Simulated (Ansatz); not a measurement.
**O on Nb(110): change of the work function**

Wanted: Δφ(θ) for O/Nb(110), starting from the hollow site.

Calculated with Ansatz 0.2.0; plane-wave DFT, PBE, Ansatz PAW.

### 1. The structure

The cell holds 4 atoms: 4 Nb. Cell: a = 2.858 Å, b = 2.858 Å, c = 25.000 Å, α = 90.0°, β = 90.0°, γ = 70.5°. Vacuum lies along c.

Structure file:

```cif
data_structure
_symmetry_space_group_name_H-M 'P 1'
_symmetry_Int_Tables_number 1
_cell_length_a 2.8579
_cell_length_b 2.8579
_cell_length_c 25.0004
_cell_angle_alpha 90.000
_cell_angle_beta 90.000
_cell_angle_gamma 70.529
_cell_volume 192.51
loop_
_atom_site_label
_atom_site_type_symbol
_atom_site_fract_x
_atom_site_fract_y
_atom_site_fract_z
_atom_site_occupancy
Nb1 Nb 0.00000 0.00000 0.35999 1
Nb2 Nb 0.50000 0.50000 0.45333 1
Nb3 Nb 0.00000 0.00000 0.54667 1
Nb4 Nb 0.50000 0.50000 0.64001 1
```

### 2. The clean slab

The bare slab comes first, as the zero from which every change is counted. The two lowest layers are held at bulk places and the upper ones relax. The dipole correction removes the false field that a one-sided slab makes across the periodic vacuum, so each face gets a flat vacuum level of its own.

Input file input.yaml:

```yaml
crystal:
  lattice:
    - [2.3334523779, -1.65, 0.0]
    - [2.3334523779, 1.65, 0.0]
    - [0.0, 0.0, 25.0003571337]
  atoms:
    - { symbol: Nb, position: [0.0, 0.0, 0.3599948573] }
    - { symbol: Nb, position: [0.5, 0.5, 0.4533316191] }
    - { symbol: Nb, position: [0.0, 0.0, 0.5466683809] }
    - { symbol: Nb, position: [0.5, 0.5, 0.6400051427] }
kpoints:
  mp_grid: { grid: [12, 12, 1] }
hamiltonian:
  xc: pbe
scf:
  occupations: { method: fermi_dirac, width: 0.1 }
  convergence: { dr2_threshold: 1.0e-08 }
efield:
  axis: 3
  dipole_correction: true
  ramp_position: 0.97
  ramp_width: 0.06
relax:
  f_tol: 0.02
  max_steps: 60
  constraints: [{ sites: [0, 1] }]
output:
  write_potential: true
  write_density: true
  volumetric_format: npy
```

Launch:

```sh
> ansatz run input.yaml --threads 4 --pin off --max-ram 16384MiB --backend cpu --events-out ev --progress --plain --runs-dir out
```

Standard output:

```text
Engine: ansatz 0.2.0, aarch64-unknown-linux-gnu
Pseudopotentials: kind: paw
Pseudopotential: Nb, paw, valence charge 13, recommended cutoff 420 eV (normal), Nb.paw.azcp
Functional definition: PBE
  parameter kappa = 0.804
  parameter beta = 0.066725
  exchange = pbe_x(kappa = kappa, mu = beta*pi^2/3)
  correlation = pbe_c(beta = beta)
Crystal: 4 atoms, lattice volume = 192.513 Å³
Basis set: ecut = 420 eV, 3769 PW (Γ), exchange–correlation on 40×40×360 points (8 copies of the dense FFT grid, shifted against one another)
Bands: 32, of which v1, the nominal top of the filled ones, is band 26 counted from 1 (25 counted from 0)
Symmetry: 4 space group operations
k-points: 43 of 144
Non-local potential: Nb, projectors of the file, l = 0: 3, l = 1: 2, l = 2: 2, l = 3: 1
PAW form: soft (Blöchl's): semilocal exchange-correlation on the pseudo side does not see the compensation charge
PAW one-centre angular grid: Nb, 590 points (default); XC on 64 Gauss nodes
Initial density: superposition of atomic densities (neutral atoms: chi_scale 0, normalization atom), corrected by the library's trained network
Initial wavefunctions: pseudopotential atomic-orbital guess
Functional: x = pbe(κ = 0.804, μ = 0.219515), c = pbe(β = 0.066725)
SCF iter   1: F=—  HF=-18207.315250 eV  |F-HF|=—  |Δ(HF+E_count)|=         —  Δρ=9.75e-3  dr2=3.31e0  ethr=1.77e-3  p=0.000 e·Å  D=2.85e-14 V/Å  ΔV_dip=-0.00 eV  dr2_dipole=3.46e-7  V_vac-E_F(+/−)=4.87/4.87 eV  ⟨swp⟩=7.8  Hψ=6620  notcnv=0
efield: sawtooth ramp at fractional position 0.9700 (set: `efield.ramp_position`, or a place that a band, a saddle search or an elastic batch's reference lends), width 0.0600; the density the first Hamiltonian is built on has a dipole p = 0.000 e·Å; the dipole correction subtracts the counter field D = 2.85e-14 V/Å, which shifts the + side's vacuum level by -0.00 eV against the − side's; the planar-averaged density in the ramp window peaks in size at 3.8e-6 e/Å³
preconditioner: auto → LDOS  [metal: Δε(μ)=0.022 eV  Ē_g=3.353 eV  σ=0.100 eV  W_gap=0.06  n_scr=16 (ndim 8)  ℏωp=12.0 eV  f_vac=0.550  D(μ)=4.82/eV (n_scr^D=16)  β→1.0]
SCF iter   2: F=—  HF=-18207.212039 eV  |F-HF|=—  |Δ(HF+E_count)|=   1.03e-1  Δρ=3.07e-3  dr2=1.93e-1  ethr=1.77e-3  p=-0.000 e·Å  D=-8.90e-6 V/Å  ΔV_dip=0.00 eV  dr2_dipole=7.29e-7  V_vac-E_F(+/−)=4.49/4.49 eV  ⟨swp⟩=2.1  Hψ=1844  notcnv=0
SCF iter   3: F=—  HF=-18207.208754 eV  |F-HF|=—  |Δ(HF+E_count)|=   3.28e-3  Δρ=5.93e-4  dr2=5.77e-3  ethr=3.70e-4  p=-0.000 e·Å  D=-3.40e-6 V/Å  ΔV_dip=0.00 eV  dr2_dipole=4.10e-8  V_vac-E_F(+/−)=4.55/4.55 eV  ⟨swp⟩=1.2  Hψ=1387  notcnv=0
SCF iter   4: F=—  HF=-18207.208629 eV  |F-HF|=—  |Δ(HF+E_count)|=   1.26e-4  Δρ=1.54e-4  dr2=7.62e-5  ethr=1.11e-5  p=0.000 e·Å  D=1.34e-7 V/Å  ΔV_dip=-0.00 eV  dr2_dipole=3.51e-10  V_vac-E_F(+/−)=4.53/4.53 eV  ⟨swp⟩=2.0  Hψ=1725  notcnv=0
SCF iter   5: F=—  HF=-18207.208643 eV  |F-HF|=—  |Δ(HF+E_count)|=   1.47e-5  Δρ=3.90e-5  dr2=6.01e-6  ethr=1.46e-7  p=0.000 e·Å  D=1.81e-7 V/Å  ΔV_dip=-0.00 eV  dr2_dipole=6.51e-11  V_vac-E_F(+/−)=4.53/4.53 eV  ⟨swp⟩=2.6  Hψ=2386  notcnv=0
SCF iter   6: F=—  HF=-18207.208496 eV  |F-HF|=—  |Δ(HF+E_count)|=   1.47e-4  Δρ=1.47e-5  dr2=2.08e-6  ethr=1.16e-8  p=-0.000 e·Å  D=-1.62e-7 V/Å  ΔV_dip=0.00 eV  dr2_dipole=6.95e-12  V_vac-E_F(+/−)=4.53/4.53 eV  ⟨swp⟩=3.0  Hψ=2770  notcnv=0
SCF iter   7: F=—  HF=-18207.208496 eV  |F-HF|=—  |Δ(HF+E_count)|=   1.30e-7  Δρ=4.32e-6  dr2=5.36e-8  ethr=4.00e-9  p=-0.000 e·Å  D=-7.89e-8 V/Å  ΔV_dip=0.00 eV  dr2_dipole=7.06e-14  V_vac-E_F(+/−)=4.53/4.53 eV  ⟨swp⟩=2.1  Hψ=1842  notcnv=0
SCF iter   8: F=-18207.208496 eV  HF=-18207.208496 eV  |F-HF|=1.09e-8  |Δ(HF+E_count)|=   6.18e-8  Δρ=1.14e-6  dr2=3.94e-9  ethr=1.92e-11  p=-0.000 e·Å  D=-4.82e-8 V/Å  ΔV_dip=0.00 eV  dr2_dipole=6.75e-14  V_vac-E_F(+/−)=4.53/4.53 eV  ⟨swp⟩=10.7  Hψ=10041  notcnv=0
SCF 1 converged in 8 iterations: F = -18207.208496 eV  dr2 = 3.94e-9
  greatest PAW one-centre occupation: 0.998 electrons in one spin orbital (limit 2), on the Nb atom at site 1 (counted from 0), in its partial waves of l = 0
relax step   1: F+E_penalty+E_count = -18207.20849629 eV  Δ(F+E_penalty+E_count) = +0.000e0 eV  max|allowed force component| = 3.894e-1 eV/Å  Δτ_max = 0.0000 Å  (8 SCF iters, accepted)
Initial density: handed on by an earlier stage of this run
Initial wavefunctions: those handed on with the density
iter 1 solved again at ethr=8.91e-4 eV; its pass at ethr=3.10e-3 eV (dr2=4.63e-1 eV) is discarded
SCF iter   1: F=—  HF=-18207.238086 eV  |F-HF|=—  |Δ(HF+E_count)|=         —  Δρ=7.19e-3  dr2=5.38e-1  ethr=8.91e-4  p=0.000 e·Å  D=2.41e-7 V/Å  ΔV_dip=-0.00 eV  dr2_dipole=3.75e-2  V_vac-E_F(+/−)=4.55/4.55 eV  ⟨swp⟩=1.5  Hψ=5041  notcnv=0
efield: sawtooth ramp at fractional position 0.9700 (set: `efield.ramp_position`, or a place that a band, a saddle search or an elastic batch's reference lends), width 0.0600; the density the first Hamiltonian is built on has a dipole p = 0.000 e·Å; the dipole correction subtracts the counter field D = 2.41e-7 V/Å, which shifts the + side's vacuum level by -0.00 eV against the − side's; the planar-averaged density in the ramp window peaks in size at 1.7e-6 e/Å³
eigensolver tolerance schedule calibrated: the retry pair's looser diagonalisation under-reported the residual by θ = 0.14 (0.26/decade); ethr = c·dr2/N_el runs at the constant in force after the calibration composes with the one it found (an armed cap, an earlier calibration), c = 1.5e-2
preconditioner: auto → LDOS  [metal: Δε(μ)=0.018 eV  Ē_g=3.370 eV  σ=0.100 eV  W_gap=0.04  n_scr=16 (ndim 8)  ℏωp=12.0 eV  f_vac=0.554  D(μ)=5.21/eV (n_scr^D=16)  β→1.0]
SCF iter   2: F=—  HF=-18207.209043 eV  |F-HF|=—  |Δ(HF+E_count)|=   2.90e-2  Δρ=3.22e-3  dr2=5.71e-2  ethr=1.58e-4  p=0.007 e·Å  D=6.44e-3 V/Å  ΔV_dip=-0.16 eV  dr2_dipole=5.95e-4  V_vac-E_F(+/−)=4.37/4.53 eV  ⟨swp⟩=3.3  Hψ=2989  notcnv=0
SCF iter   3: F=—  HF=-18207.204924 eV  |F-HF|=—  |Δ(HF+E_count)|=   4.12e-3  Δρ=1.43e-3  dr2=1.52e-2  ethr=1.68e-5  p=0.003 e·Å  D=2.81e-3 V/Å  ΔV_dip=-0.07 eV  dr2_dipole=7.68e-6  V_vac-E_F(+/−)=4.46/4.54 eV  ⟨swp⟩=3.1  Hψ=2994  notcnv=0
SCF iter   4: F=—  HF=-18207.202553 eV  |F-HF|=—  |Δ(HF+E_count)|=   2.37e-3  Δρ=3.42e-4  dr2=7.98e-4  ethr=4.45e-6  p=0.004 e·Å  D=3.39e-3 V/Å  ΔV_dip=-0.08 eV  dr2_dipole=2.67e-7  V_vac-E_F(+/−)=4.44/4.53 eV  ⟨swp⟩=2.6  Hψ=2412  notcnv=0
SCF iter   5: F=—  HF=-18207.202529 eV  |F-HF|=—  |Δ(HF+E_count)|=   2.35e-5  Δρ=9.09e-5  dr2=2.93e-5  ethr=2.34e-7  p=0.004 e·Å  D=3.58e-3 V/Å  ΔV_dip=-0.09 eV  dr2_dipole=4.90e-7  V_vac-E_F(+/−)=4.44/4.53 eV  ⟨swp⟩=3.2  Hψ=2733  notcnv=0
SCF iter   6: F=—  HF=-18207.202389 eV  |F-HF|=—  |Δ(HF+E_count)|=   1.40e-4  Δρ=2.49e-5  dr2=4.44e-6  ethr=8.60e-9  p=0.004 e·Å  D=3.50e-3 V/Å  ΔV_dip=-0.09 eV  dr2_dipole=1.74e-6  V_vac-E_F(+/−)=4.44/4.53 eV  ⟨swp⟩=3.0  Hψ=2702  notcnv=0
SCF iter   7: F=—  HF=-18207.202390 eV  |F-HF|=—  |Δ(HF+E_count)|=   4.75e-7  Δρ=7.49e-6  dr2=1.67e-7  ethr=1.30e-9  p=0.004 e·Å  D=3.50e-3 V/Å  ΔV_dip=-0.09 eV  dr2_dipole=3.59e-9  V_vac-E_F(+/−)=4.44/4.53 eV  ⟨swp⟩=2.7  Hψ=2651  notcnv=0
SCF iter   8: F=-18207.202390 eV  HF=-18207.202390 eV  |F-HF|=1.21e-8  |Δ(HF+E_count)|=   1.49e-7  Δρ=1.97e-6  dr2=9.33e-9  ethr=2.94e-12  p=0.004 e·Å  D=3.48e-3 V/Å  ΔV_dip=-0.09 eV  dr2_dipole=2.89e-9  V_vac-E_F(+/−)=4.44/4.53 eV  ⟨swp⟩=8.0  Hψ=10634  notcnv=0
SCF 2 converged in 8 iterations: F = -18207.202390 eV  dr2 = 9.33e-9
  greatest PAW one-centre occupation: 0.998 electrons in one spin orbital (limit 2), on the Nb atom at site 2 (counted from 0), in its partial waves of l = 0
relax step   2: F+E_penalty+E_count = -18207.20238996 eV  Δ(F+E_penalty+E_count) = +6.106e-3 eV  max|allowed force component| = 5.460e-1 eV/Å  Δτ_max = 0.1121 Å  (8 SCF iters, rejected (line search))
SCF iter   1: F=—  HF=-18207.232312 eV  |F-HF|=—  |Δ(HF+E_count)|=         —  Δρ=3.81e-3  dr2=1.71e-1  ethr=2.81e-3  p=0.004 e·Å  D=3.48e-3 V/Å  ΔV_dip=-0.09 eV  dr2_dipole=1.74e-2  V_vac-E_F(+/−)=4.43/4.51 eV  ⟨swp⟩=3.3  Hψ=2664  notcnv=0
efield: sawtooth ramp at fractional position 0.9700 (set: `efield.ramp_position`, or a place that a band, a saddle search or an elastic batch's reference lends), width 0.0600; the density the first Hamiltonian is built on has a dipole p = 0.004 e·Å; the dipole correction subtracts the counter field D = 3.48e-3 V/Å, which shifts the + side's vacuum level by -0.09 eV against the − side's; the planar-averaged density in the ramp window peaks in size at 6.3e-7 e/Å³
preconditioner: auto → LDOS  [metal: Δε(μ)=0.008 eV  Ē_g=3.319 eV  σ=0.100 eV  W_gap=0.02  n_scr=16 (ndim 8)  ℏωp=12.0 eV  f_vac=0.550  D(μ)=5.23/eV (n_scr^D=16)  β→1.0]
SCF iter   2: F=—  HF=-18207.224856 eV  |F-HF|=—  |Δ(HF+E_count)|=   7.46e-3  Δρ=1.60e-3  dr2=1.23e-2  ethr=3.28e-4  p=0.001 e·Å  D=6.92e-4 V/Å  ΔV_dip=-0.02 eV  dr2_dipole=1.65e-4  V_vac-E_F(+/−)=4.51/4.53 eV  ⟨swp⟩=2.0  Hψ=2164  notcnv=0
SCF iter   3: F=—  HF=-18207.224244 eV  |F-HF|=—  |Δ(HF+E_count)|=   6.13e-4  Δρ=7.77e-4  dr2=4.90e-3  ethr=2.36e-5  p=0.002 e·Å  D=2.17e-3 V/Å  ΔV_dip=-0.05 eV  dr2_dipole=2.59e-4  V_vac-E_F(+/−)=4.47/4.53 eV  ⟨swp⟩=3.0  Hψ=2617  notcnv=0
SCF iter   4: F=—  HF=-18207.223479 eV  |F-HF|=—  |Δ(HF+E_count)|=   7.65e-4  Δρ=1.96e-4  dr2=2.48e-4  ethr=9.42e-6  p=0.002 e·Å  D=1.60e-3 V/Å  ΔV_dip=-0.04 eV  dr2_dipole=3.10e-5  V_vac-E_F(+/−)=4.49/4.53 eV  ⟨swp⟩=2.2  Hψ=1964  notcnv=0
SCF iter   5: F=—  HF=-18207.223472 eV  |F-HF|=—  |Δ(HF+E_count)|=   6.98e-6  Δρ=5.31e-5  dr2=1.59e-5  ethr=4.77e-7  p=0.001 e·Å  D=1.41e-3 V/Å  ΔV_dip=-0.04 eV  dr2_dipole=1.61e-7  V_vac-E_F(+/−)=4.49/4.53 eV  ⟨swp⟩=2.1  Hψ=1981  notcnv=0
SCF iter   6: F=—  HF=-18207.223476 eV  |F-HF|=—  |Δ(HF+E_count)|=   4.05e-6  Δρ=1.30e-5  dr2=6.58e-7  ethr=3.06e-8  p=0.002 e·Å  D=1.41e-3 V/Å  ΔV_dip=-0.04 eV  dr2_dipole=8.08e-8  V_vac-E_F(+/−)=4.49/4.53 eV  ⟨swp⟩=2.4  Hψ=2238  notcnv=0
SCF iter   7: F=—  HF=-18207.223328 eV  |F-HF|=—  |Δ(HF+E_count)|=   1.48e-4  Δρ=4.71e-6  dr2=9.91e-8  ethr=1.27e-9  p=0.001 e·Å  D=1.40e-3 V/Å  ΔV_dip=-0.04 eV  dr2_dipole=1.72e-8  V_vac-E_F(+/−)=4.49/4.53 eV  ⟨swp⟩=3.0  Hψ=2706  notcnv=0
SCF iter   8: F=-18207.223328 eV  HF=-18207.223328 eV  |F-HF|=7.40e-9  |Δ(HF+E_count)|=   5.84e-8  Δρ=1.53e-6  dr2=8.89e-9  ethr=1.92e-11  p=0.001 e·Å  D=1.41e-3 V/Å  ΔV_dip=-0.04 eV  dr2_dipole=7.79e-10  V_vac-E_F(+/−)=4.49/4.53 eV  ⟨swp⟩=8.6  Hψ=10247  notcnv=0
SCF 3 converged in 8 iterations: F = -18207.223328 eV  dr2 = 8.89e-9
relax step   3: F+E_penalty+E_count = -18207.22332794 eV  Δ(F+E_penalty+E_count) = -1.483e-2 eV  max|allowed force component| = 4.453e-3 eV/Å  Δτ_max = 0.0537 Å  (8 SCF iters, accepted)
NSCF: frozen V_eff on 43 k-points
the search or the solves at the SCF's close seem to have found levels that the self-consistency loop had missed (the run counts 1). By its estimate they hold under 1e-12 electrons; where the run keeps them, the occupations were computed again with them
WARN: The output density's exchange-correlation potential varies sharply where the density is thin. Do not read a vacuum level from v_tot or v_xc, or from such a field of the output density. On a cell that repeats whose density bears no net charge and no dipole along the vacuum's axis use v_es (v_loc + v_h of the components); under efield.dipole_correction with no amplitude use v_es + v_field, which holds any externa [...]
SCF converged after 8 iterations
Free energy (F): -18207.223328 eV
Harris-Foulkes:  -18207.223328 eV  (|F-HF|=7.40e-9)
Internal energy: -18207.049194 eV  (E = F + TS)
E sigma→0 (E₀):  -18207.136261 eV
Entropy (-TS):   -0.174134 eV (-43.533 meV/atom)
Fermi energy:    4.006922 eV
Dipole field:    D = 0.001448 V/Å  (p = 0.001540 e·Å, saw-weighted, corrected)
Work function:   Φ+ = 4.4924 eV   Φ− = 4.5286 eV
Levels:          The Fermi level and band energies are counted from a zero that moves with the ramp; work functions are not
--- Per-component energies (eV) ---
  E_band       = -991.310328
  E_kinetic    = 1574.965990
  E_local      = -56308.310229  (includes V_loc(G=0)·N_el)
  E_nonlocal   = 481.684187
  E_hartree    = 27269.689687
  E_xc         = -699.311284
  E_vxc        = -847.940007  (∫ρ·V_xc dr)
  E_paw        = -12294.007992  (= ΣΔE_a)
  E_vpaw       = -431.089472  (= ΣTr[D̂ρ^β])
  E_aug_tail   = 0.000027  (compensation charges beyond the density's cutoff)
  E_efield     = 0.000001  (sawtooth field / dipole correction)
  E_vefield    = 0.000464  (∫n·V_field dr)
  E_ewald      = 21768.240419
  E_smearing   = -0.174134  (= −TS)
  E_closure    = -0.000000  (closes the sum)
  Σ components = -18207.223328   (vs F -18207.223328, Δ=0.00e0)
--- Forces (eV/Å), atoms counted from 1 ---
  atom   1  Nb     0.00000000     0.00000000     0.34062080
  atom   2  Nb     0.00000000     0.00000000    -0.33312820
  atom   3  Nb     0.00000000     0.00000000    -0.00306116
  atom   4  Nb     0.00000000     0.00000000    -0.00445260
  max |Σ_I F_I| component: 2.12e-5 eV/Å
--- Band table (eV; the first three rows and the last of 43) ---
  k-point 0: bands = [... 22 lower, 3.4466, 3.5123, 3.6764, 4.0611, 4.1727, 4.6389, 4.6520, 5.6784, ... 2 higher]
  k-point 1: bands = [... 22 lower, 3.4048, 3.4548, 3.6401, 4.0028, 4.2565, 4.3791, 4.7400, 5.2644, ... 2 higher]
  k-point 2: bands = [... 22 lower, 3.1785, 3.3530, 3.5747, 3.7357, 3.8698, 4.4583, 4.7888, 5.0334, ... 2 higher]
  k-point 42: bands = [... 22 lower, 2.6735, 3.3174, 3.8761, 5.5518, 5.7661, 6.0386, 6.2753, 6.6835, ... 2 higher]
--- Relaxed structure (3 steps of the walk, 2 accepted, 0 SCFs on fresh bases) ---
  F+E_penalty+E_count = -18207.22332794 eV   max|allowed force component| = 4.453e-3 eV/Å
  atoms:
    - { symbol: Nb, position: [0.0, 0.0, 0.359995] }
    - { symbol: Nb, position: [0.5, 0.5, 0.4533316191] }
    - { symbol: Nb, position: [0.0, 0.0, 0.547835] }
    - { symbol: Nb, position: [0.5, 0.5, 0.637856] }
```

Wall time 18 s (4 threads of Arm Neoverse V1, shared host); peak memory 0.56 GiB.

The steps of the relaxation:

| step | energy less that of the first step (eV) | largest force component (eV/Å) |
| --- | --- | --- |
| 1 | 0.0000 | 0.3894 |
| 2 | 0.0061 | 0.5460 |
| 3 | -0.0148 | 0.0045 |

Relaxation step 2 was tried and not accepted.

The run keeps the 4 symmetry operations that the program found, so distortions that break them were not tested.

The atoms that moved most (Å):

| atom | dx | dy | dz | length |
| --- | --- | --- | --- | --- |
| Nb4 | 0.000 | 0.000 | -0.054 | 0.054 |
| Nb3 | 0.000 | 0.000 | 0.029 | 0.029 |

Final coordinates:

```xyz
4
Lattice="2.3335 -1.6500 0.0000 2.3335 1.6500 0.0000 0.0000 0.0000 25.0004" Properties=species:S:1:pos:R:3
Nb    0.0000    0.0000    9.0000
Nb    2.3335    0.0000   11.3335
Nb    0.0000    0.0000   13.6961
Nb    2.3335    0.0000   15.9466
```

Read from the output:

* energy at zero smearing: -18207.1363 eV
* work function, upper face: 4.492 eV
* work function, lower face: 4.529 eV
* dipole along the normal: 0.001540 e·Å
* step between the vacuum levels: -0.03620 eV

Running mean over 2.333 Å of the planar mean; the ramp of the sawtooth is left out. Table of electron's electrostatic potential energy less the Fermi level by z:

| z (Å) | electron's electrostatic potential energy less the Fermi level (eV) |
| --- | --- |
| 3.5 | 4.53 |
| 4.0 | 4.53 |
| 4.5 | 4.52 |
| 5.0 | 4.51 |
| 5.5 | 4.47 |
| 6.0 | 4.34 |
| 6.5 | 3.95 |
| 7.0 | 2.78 |
| 7.5 | -0.525 |
| 8.0 | -5.88 |
| 8.5 | -9.88 |
| 9.0 | -11.0 |
| 9.5 | -11.1 |
| 10.0 | -11.0 |
| 10.5 | -10.9 |
| 11.0 | -10.9 |
| 11.5 | -10.9 |
| 12.0 | -10.8 |
| 12.5 | -10.6 |
| 13.0 | -10.7 |
| 13.5 | -10.9 |
| 14.0 | -11.2 |
| 14.5 | -11.7 |
| 15.0 | -11.8 |
| 15.5 | -11.5 |
| 16.0 | -11.1 |
| 16.5 | -9.62 |
| 17.0 | -5.33 |
| 17.5 | -0.0576 |
| 18.0 | 2.95 |
| 18.5 | 3.98 |
| 19.0 | 4.33 |
| 19.5 | 4.44 |
| 20.0 | 4.48 |
| 20.5 | 4.49 |
| 21.0 | 4.49 |
| 21.5 | 4.49 |

The relaxation took 3 steps and lowered the energy by 0.015 eV; the largest force on the free atoms ends at 0.0045 eV/Å.

The work function of the upper face is 4.49 eV.

(Part 1 of 4 ends here.)

[Long decimals in the printed logs are rounded to 6 places.]

[Logs are printed without paths, hosts, clocks, repeated set-up lines and the standing remarks that a program may print on its own settings, such as how far it seeks lower states.]

[Hosts, paths, dates, database ids (printed as entryN), source tags and the programs' standing remarks are cut or masked in the printed files.]

[Maps of the electrostatic potential energy from Ansatz leave out the sawtooth potential of an applied field or a dipole correction, so their vacuum need not be flat; planar profiles and work functions include it.]
